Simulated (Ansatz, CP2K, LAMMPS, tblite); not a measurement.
**Other levels on 47In2O3-53ZnO (mol %) with crystalline order left by the classical run (65 atoms)**

Density of this cell: 6.43 g/cm³. The cell holds 65 atoms: 18 In, 10 Zn and 37 O. Its edges and angles: a = 9.493 Å, b = 9.493 Å, c = 9.493 Å, α = 90.0°, β = 90.0°, γ = 90.0°. 65 atoms (18 Sc, 10 Zn, 37 O) placed at random at 4.13 g/cm³, melted at 5000 K for 10 ps at fixed volume with the Morse and Coulomb pair potential with partial charges (Pedone, Malavasi, Menziani, Cormack and Segre, J. Phys. Chem. B 110, 11780 (2006)). Quenched from 5000 K to 300 K at 100 K/ps and fixed volume, held 10 ps at zero pressure, then minimised at fixed cell. Then Sc was replaced by In and the cell scaled by 1.027 (the potential has no terms for the new elements, so the cell is a start for a DFT relaxation).

Geometry: as built.

The reference, a calculation:

* method: Kohn-Sham DFT, PBE, PAW, plane waves (Ansatz 0.2.0); cutoff 420 eV, Γ point, fermi-dirac smearing of 0.05 eV; PAW set soft_2
* r.m.s. force component: 0.347 eV/Å
* longest force: 1.26 eV/Å
* pressure: 2.048 GPa
* gap (highest filled to lowest empty level): 0.5071 eV
* SCF cycles: 10
* time: 15 s on 4 threads of Arm Neoverse V1, shared host
* CPU time: 52 s

Runs, in no order:
A. CP2K PBE, DZVP-MOLOPT-SR, 800/50 Ry, OT DIIS: Kohn-Sham DFT, PBE, GTH-PBE pseudopotentials, Gaussian and plane waves, DZVP-MOLOPT-SR-GTH, orbital transformation
B. CP2K PBE, DZVP-MOLOPT-SR, 280/50 Ry, OT DIIS: Kohn-Sham DFT, PBE, GTH-PBE pseudopotentials, Gaussian and plane waves, DZVP-MOLOPT-SR-GTH, orbital transformation
C. CP2K PBE, SZV-MOLOPT-SR, 800/50 Ry, OT DIIS: Kohn-Sham DFT, PBE, GTH-PBE pseudopotentials, Gaussian and plane waves, SZV-MOLOPT-SR-GTH, orbital transformation

Q: Order them from the smallest to the largest r.m.s. force difference.

A, C, B.

| run | Δ force, r.m.s. (meV/Å) | share of r.m.s. force (%) | CPU time |
| --- | --- | --- | --- |
| A. CP2K PBE, DZVP-MOLOPT-SR, 800/50 Ry, OT DIIS | 55.6 | 16.0 | 23 min |
| C. CP2K PBE, SZV-MOLOPT-SR, 800/50 Ry, OT DIIS | 252 | 72.7 | 13 min |
| B. CP2K PBE, DZVP-MOLOPT-SR, 280/50 Ry, OT DIIS | 1013 | 292 | 19 min |

The network of bonds at the start is that of the classical potential that made the cell, and needn't be the one that DFT or experiment would give. The electronic-structure runs sample only Γ, in a cell whose shortest periodic width is 9 Å.

[Hosts, paths, dates, database ids (printed as entryN), source tags and the programs' standing remarks are cut or masked in the printed files.]
